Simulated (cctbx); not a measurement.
## A crystallographic session in cctbx: SrGdAg

Library: cctbx 2025.11. The data are simulated by the first script.

## 1. Simulate the data

run.py:

```python
from cctbx import adptbx, crystal, miller, sgtbx, xray
from cctbx.array_family import flex
from iotbx.shelx import hklf
from scitbx import matrix
import scitbx.random

cs = crystal.symmetry(unit_cell=(5.201, 5.201, 8.284, 90, 90, 120), space_group_symbol='Hall: -P 6c 2c')  # P6_3/mmc
atoms = [  # label, site, U (iso, or U11 U22 U33 U12 U13 U23 in A^2), occupancy
    ("Gd1", (0, 0, 0), (0.0069, 0.0069, 0.0146, 0.0035, 0.0000, 0.0000), 1),
    ("Ag1", (1/3, 2/3, 0.75), (0.0179, 0.0179, 0.0245, 0.0090, -0.0000, -0.0000), 1),
    ("Sr1", (1/3, 2/3, 0.25), (0.0108, 0.0108, 0.0147, 0.0054, 0.0000, 0.0000), 1),
]
xs = xray.structure(crystal_symmetry=cs)
for label, site, u, occ in atoms:
    u = adptbx.u_cif_as_u_star(cs.unit_cell(), u) if isinstance(u, tuple) else u
    xs.add_scatterer(xray.scatterer(label, site=site, u=u, occupancy=occ))
xs.set_inelastic_form_factors(0.71073, "sasaki")
xs.show_summary()
p1 = xs.expand_to_p1()
ms = miller.build_set(p1, anomalous_flag=True, d_min=0.84)
flex.set_random_seed(146672)
scitbx.random.set_random_seed(146672)
ms = ms.select(flex.random_double(ms.size()) < 0.8)
i = ms.structure_factors_from_scatterers(p1, algorithm="direct").f_calc().as_intensity_array().data()
i = i / flex.sqrt(1 + 0.1 * i / flex.max(i))  # extinction
i = i * 70000 / flex.max(i)
sig = flex.sqrt(i + flex.pow2(0.02 * i) + 15 ** 2)
noise = scitbx.random.variate(scitbx.random.normal_distribution())(i.size())
data = ms.array(data=i + sig * noise, sigmas=sig).set_observation_type_xray_intensity()
with open("data.hkl", "w") as f:
    data.export_as_shelx_hklf(f)
print("reflections written:", data.size(), " <I/sigma> = %.1f" % flex.mean(data.data() / data.sigmas()))
for h, a, b in list(data.sort("data"))[:12]:
    print("%4d%4d%4d %9.1f %7.1f" % (h + (a, b)))
```

```console
$ python run.py
```

```text
Number of scatterers: 3
At special positions: 3
Unit cell: (5.201, 5.201, 8.284, 90, 90, 120)
Space group: P 63/m m c (No. 194)
reflections written: 1122  <I/sigma> = 16.4
  -1  -1   0   72110.0  1424.9
  -1   2   0   70553.8  1424.9
   1   1   0   69905.2  1424.9
  -2   1   0   68944.2  1424.9
   0   0  -4   54670.5  1135.7
   1  -2  -4   44943.3   882.1
   2  -1   4   44011.1   882.1
   2  -1  -4   43726.0   882.1
  -1  -1  -4   43068.1   882.1
  -3   0   0   42766.7   848.9
  -1  -1   4   42593.5   882.1
   1  -2   4   42545.1   882.1
```

Run time: 0.33 s on 1 thread of Arm Neoverse N1, on a shared host, peak memory 0.07 GiB.

## 2. Refinement (right model, isotropic)

run.py:

```python
import math
from cctbx import adptbx, crystal, maptbx, sgtbx, xray
from cctbx.array_family import flex
from cctbx.xray import observations
from iotbx.shelx import hklf
from scitbx.lstbx import normal_eqns_solving
from smtbx import absolute_structure, utils
from smtbx.refinement import constraints, least_squares

cs = crystal.symmetry(unit_cell=(5.201, 5.201, 8.284, 90, 90, 120), space_group_symbol='Hall: -P 6c 2c')  # P6_3/mmc
atoms = [  # label, site, U (iso, or U11 U22 U33 U12 U13 U23 in A^2), occupancy
    ("Gd1", (0, 0, 0), 0.0200, 1),
    ("Ag1", (1/3, 2/3, 0.75), 0.0200, 1),
    ("Sr1", (1/3, 2/3, 0.25), 0.0200, 1),
]
xs = xray.structure(crystal_symmetry=cs)
for label, site, u, occ in atoms:
    u = adptbx.u_cif_as_u_star(cs.unit_cell(), u) if isinstance(u, tuple) else u
    xs.add_scatterer(xray.scatterer(label, site=site, u=u, occupancy=occ))
xs.set_inelastic_form_factors(0.71073, "sasaki")
raw = hklf.reader(file_name="data.hkl").as_miller_arrays(crystal_symmetry=cs, anomalous=True)[0]
merged = raw.eliminate_sys_absent().merge_equivalents()
fo2 = merged.array().set_observation_type_xray_intensity()
print("Rint %.3f, %d unique reflections to %.2f A" % (merged.r_int(), fo2.size(), fo2.d_min()))
for sc in xs.scatterers():
    sc.flags.set_grad_site(True)
    sc.flags.set_grad_u_aniso(sc.flags.use_u_aniso())
    sc.flags.set_grad_u_iso(sc.flags.use_u_iso())
obs = fo2.as_xray_observations()
extra = {}
rep = constraints.reparametrisation(xs, [], utils.connectivity_table(xs), **extra)
ls = least_squares.crystallographic_ls(obs, rep, weighting_scheme=least_squares.mainstream_shelx_weighting(a=0, b=0))
print("cycle     R1     wR2    GooF  max shift (A)")
for cycle in range(8):
    ls.build_up()
    r1, wr2, goof = ls.r1_factor(cutoff_factor=2)[0], ls.wR2(), ls.goof()
    old = xs.sites_cart()
    normal_eqns_solving.levenberg_marquardt_iterations(ls, n_max_iterations=3, tau=1e-06, step_threshold=1e-7)
    big = flex.max((xs.sites_cart() - old).norms())
    print("%4d %7.4f %7.4f %7.3f %9.5f" % (cycle + 1, r1, wr2, goof, big))
    ls.build_up(objective_only=True)
    if abs(ls.wR2() - wr2) < 5e-5 and big < 5e-4:
        break
ls.build_up()
print("final R1 %.4f wR2 %.4f GooF %.3f  parameters %d  data/parameter %.1f" % (ls.r1_factor(cutoff_factor=2)[0], ls.wR2(), ls.goof(), ls.n_parameters, fo2.size() / ls.n_parameters))
cov = ls.covariance_matrix_and_annotations()
su = dict(zip(cov.annotations, (math.sqrt(max(v, 0)) for v in cov.matrix.matrix_packed_u_diagonal())))
a2 = cs.unit_cell().reciprocal_parameters()[0] ** -2
print("atom        x        y        z      Ueq    occ   su(xyz)  su(Uiso or U11)")
for sc in xs.scatterers():
    s = max(su.get(sc.label + k, 0) for k in (".x", ".y", ".z"))
    npd = "" if sc.is_positive_definite_u(cs.unit_cell()) else "  NPD"
    print("%-5s %8.5f %8.5f %8.5f %8.4f %6.3f %8.5f %7.4f%s" % ((sc.label,) + sc.site + (sc.u_iso_or_equiv(cs.unit_cell()), sc.occupancy, s, su.get(sc.label + ".uiso", su.get(sc.label + ".u11", 0) * a2), npd)))
fo = fo2.f_sq_as_f()
fc = fo.structure_factors_from_scatterers(xs, algorithm="direct").f_calc()
diff = fo.f_obs_minus_f_calc(1 / math.sqrt(ls.scale_factor()), fc).average_bijvoet_mates()
m = diff.fft_map(symmetry_flags=maptbx.use_space_group_symmetry, resolution_factor=0.25).apply_volume_scaling()
print("difference map: max %.2f min %.2f rms %.2f" % (m.statistics().max(), m.statistics().min(), m.statistics().sigma()))
peaks = m.peak_search(parameters=maptbx.peak_search_parameters(min_distance_sym_equiv=0.6, max_clusters=6)).all()
near = xs.closest_distances(peaks.sites(), distance_cutoff=4)
sps = cs.special_position_settings(min_distance_sym_equiv=0.5)
for k, (x, h) in enumerate(zip(peaks.sites(), peaks.heights())):
    ss = sps.site_symmetry(x)
    print("Q%-3d %7.4f %7.4f %7.4f %4d %7.2f  %.2f A from %s" % ((k + 1,) + tuple(t % 1 for t in ss.exact_site()) + (ss.multiplicity(), h, near.smallest_distances[k], xs.scatterers()[near.i_seqs[k]].label)))
```

```console
$ python run.py
```

```text
Rint 0.019, 86 unique reflections to 0.85 A
cycle     R1     wR2    GooF  max shift (A)
   1  0.1072  0.2397  20.508   0.00000
   2  0.0323  0.0760   6.505   0.00000
final R1 0.0323 wR2 0.0760 GooF 6.505  parameters 3  data/parameter 28.7
atom        x        y        z      Ueq    occ   su(xyz)  su(Uiso or U11)
Gd1    0.00000  0.00000  0.00000   0.0094  1.000  0.00000  0.0006
Ag1    0.33333  0.66667  0.75000   0.0200  1.000  0.00000  0.0010
Sr1    0.33333  0.66667  0.25000   0.0121  1.000  0.00000  0.0010
difference map: max 4.44 min -2.56 rms 0.36
Q1    0.0000  0.0000  0.0657    4    4.63  0.54 A from Gd1
Q2    0.3333  0.6667  0.6816    4    1.97  0.57 A from Ag1
Q3    0.0000  0.0000  0.1973    4    1.12  1.63 A from Gd1
Q4    0.3333  0.6667  0.1818    4    0.81  0.56 A from Sr1
Q5    0.3333  0.6667  0.5494    4    0.62  1.66 A from Ag1
Q6    0.0000  0.2200  0.0000   12    0.62  1.14 A from Gd1
```

Time: 0.49 s.

Figures of merit this high mean that the model is still wrong or incomplete.

## 3. Refinement (right model, anisotropic)

run.py, as its changes from the last script of this kind:

```diff
@@ -12 +12 @@
-    ("Gd1", (0, 0, 0), 0.0200, 1),
+    ("Gd1", (0, 0, 0), 0.0094, 1),
@@ -14 +14 @@
-    ("Sr1", (1/3, 2/3, 0.25), 0.0200, 1),
+    ("Sr1", (1/3, 2/3, 0.25), 0.0121, 1),
@@ -20,0 +21 @@
+xs.convert_to_anisotropic()
```

```console
$ python run.py
```

```text
Rint 0.019, 86 unique reflections to 0.85 A
cycle     R1     wR2    GooF  max shift (A)
   1  0.0322  0.0761   6.627   0.00000
   2  0.0068  0.0121   1.057   0.00000
final R1 0.0068 wR2 0.0121 GooF 1.057  parameters 6  data/parameter 14.3
atom        x        y        z      Ueq    occ   su(xyz)  su(Uiso or U11)
Gd1    0.00000  0.00000  0.00000   0.0091  1.000  0.00000  0.0001
Ag1    0.33333  0.66667  0.75000   0.0198  1.000  0.00000  0.0002
Sr1    0.33333  0.66667  0.25000   0.0120  1.000  0.00000  0.0002
difference map: max 0.31 min -0.47 rms 0.08
Q1    0.3333  0.6667  0.1065    4    0.34  1.19 A from Sr1
Q2    0.2282  0.4564  0.6126   12    0.21  1.48 A from Ag1
Q3    0.1696  0.3392  0.0924   12    0.21  1.71 A from Gd1
Q4    0.0612  0.1224  0.1803   12    0.17  1.59 A from Gd1
Q5    0.0888  0.4524  0.1693   24    0.16  1.37 A from Sr1
Q6    0.0000  0.3341  0.5000   12    0.15  1.74 A from Gd1
```

Time: 0.49 s.

## 4. Refinement

run.py, as its changes from the last script of this kind:

```diff
@@ -20 +20 @@
-xs.set_inelastic_form_factors(0.71073, "sasaki")
+# no anomalous dispersion
@@ -35 +35 @@
-for cycle in range(8):
+for cycle in range(12):
```

```console
$ python run.py
```

```text
Rint 0.019, 86 unique reflections to 0.85 A
cycle     R1     wR2    GooF  max shift (A)
   1  0.0568  0.1128   9.831   0.00000
   2  0.0151  0.0357   3.115   0.00000
final R1 0.0151 wR2 0.0357 GooF 3.115  parameters 6  data/parameter 14.3
atom        x        y        z      Ueq    occ   su(xyz)  su(Uiso or U11)
Gd1    0.00000  0.00000  0.00000   0.0088  1.000  0.00000  0.0003
Ag1    0.33333  0.66667  0.75000   0.0198  1.000  0.00000  0.0005
Sr1    0.33333  0.66667  0.25000   0.0178  1.000  0.00000  0.0005
difference map: max 0.38 min -0.87 rms 0.15
Q1    0.3333  0.6667  0.1006    4    0.40  1.24 A from Sr1
Q2    0.1036  0.5518  0.1778   12    0.26  1.20 A from Sr1
Q3    0.2540  0.5080  0.6313   12    0.25  1.22 A from Ag1
Q4    0.1346  0.5673  0.6578   12    0.25  1.18 A from Ag1
Q5    0.1631  0.3263  0.0927   12    0.22  1.66 A from Gd1
Q6    0.0000  0.0000  0.1908    4    0.19  1.58 A from Gd1
```

Time: 0.48 s.

This run holds a fault made on purpose: anomalous dispersion left out.

## 5. Refinement

run.py, as its changes from the last script of this kind:

```diff
@@ -14,0 +15 @@
+    ("Sr2", (0.163, 0.972, 0.531), 0.0300, 1),
@@ -20,2 +21 @@
-# no anomalous dispersion
-xs.convert_to_anisotropic()
+xs.set_inelastic_form_factors(0.71073, "sasaki")
```

```console
$ python run.py
```

```text
Rint 0.019, 86 unique reflections to 0.85 A
cycle     R1     wR2    GooF  max shift (A)
   1  0.8666  0.9772  85.684   0.10353
   2  0.8374  0.9729  85.303   0.06960
   3  0.8242  0.9698  85.032   0.04131
   4  0.8169  0.9672  84.806   0.02361
   5  0.8145  0.9655  84.654   0.01384
   6  0.8135  0.9643  84.554   0.00969
   7  0.8129  0.9636  84.486   0.00866
   8  0.8128  0.9631  84.442   0.00848
   9  0.8135  0.9628  84.419   0.00565
  10  0.8748  0.9778  85.738   0.07584
  11  0.8224  0.9635  84.476   0.01465
  12  0.8737  0.9785  85.796   0.00782
final R1 0.8241 wR2 0.9650 GooF 84.608  parameters 7  data/parameter 12.3
atom        x        y        z      Ueq    occ   su(xyz)  su(Uiso or U11)
Gd1    0.00000  0.00000  0.00000   0.0001  1.000  0.00000  0.0903
Ag1    0.33333  0.66667  0.75000   0.0001  1.000  0.00000  0.1252
Sr1    0.33333  0.66667  0.25000   0.0001  1.000  0.00000  0.1624
Sr2    0.19419  0.94945  0.51009   0.0001  1.000  0.03061  0.0417
difference map: max 1157.68 min -321.80 rms 128.55
Q1    0.0000  0.0000  0.0000    2 1157.68  0.00 A from Gd1
Q2    0.3333  0.6667  0.7500    2 1062.60  0.00 A from Ag1
Q3    0.3333  0.6667  0.2500    2  970.68  0.00 A from Sr1
Q4    0.0000  0.0000  0.2500    2  881.70  2.07 A from Gd1
Q5    0.3333  0.6667  0.9998    4  810.82  1.94 A from Sr2
Q6    0.0000  0.2348  0.0000   12  465.80  0.26 A from Sr2
```

Time: 0.89 s.

This run holds a fault made on purpose: spurious atom: Sr2.

## 6. Refinement

run.py, as its changes from the last script of this kind:

```diff
@@ -15 +14,0 @@
-    ("Sr2", (0.163, 0.972, 0.531), 0.0300, 1),
@@ -21,0 +21 @@
+xs.convert_to_anisotropic()
@@ -23 +23 @@
-merged = raw.eliminate_sys_absent().merge_equivalents()
+merged = raw.eliminate_sys_absent().resolution_filter(d_min=2).merge_equivalents()
```

```console
$ python run.py
```

```text
Rint 0.014, 10 unique reflections to 2.07 A
cycle     R1     wR2    GooF  max shift (A)
   1  0.0172  0.0294   3.412   0.00000
   2  0.0047  0.0107   1.244   0.00000
final R1 0.0047 wR2 0.0107 GooF 1.244  parameters 6  data/parameter 1.7
atom        x        y        z      Ueq    occ   su(xyz)  su(Uiso or U11)
Gd1    0.00000  0.00000  0.00000   0.0168  1.000  0.00000  0.0029
Ag1    0.33333  0.66667  0.75000   0.0247  1.000  0.00000  0.0031
Sr1    0.33333  0.66667  0.25000   0.0188  1.000  0.00000  0.0036
difference map: max 0.04 min -0.05 rms 0.02
Q1    0.0000  0.3676  0.0000   12    0.04  1.91 A from Gd1
Q2    0.0000  0.5000  0.0000    6    0.03  2.56 A from Ag1
Q3    0.1693  0.3386  0.9970   12    0.03  1.53 A from Gd1
Q4    0.9923  0.2680  0.2500   12    0.01  1.89 A from Ag1
Q5    0.1416  0.2833  0.7500    6    0.01  1.73 A from Ag1
Q6    0.1342  0.2685  0.2500    6    0.01  1.79 A from Sr1
```

Run time: 0.48 s on 1 thread of Arm Neoverse N1, with other jobs on the host, peak memory 0.09 GiB.

This run holds a fault made on purpose: data cut at low resolution.

[Logs are printed without paths, hosts, clocks, repeated set-up lines and the standing remarks that a program may print on its own settings, such as how far it seeks lower states.]
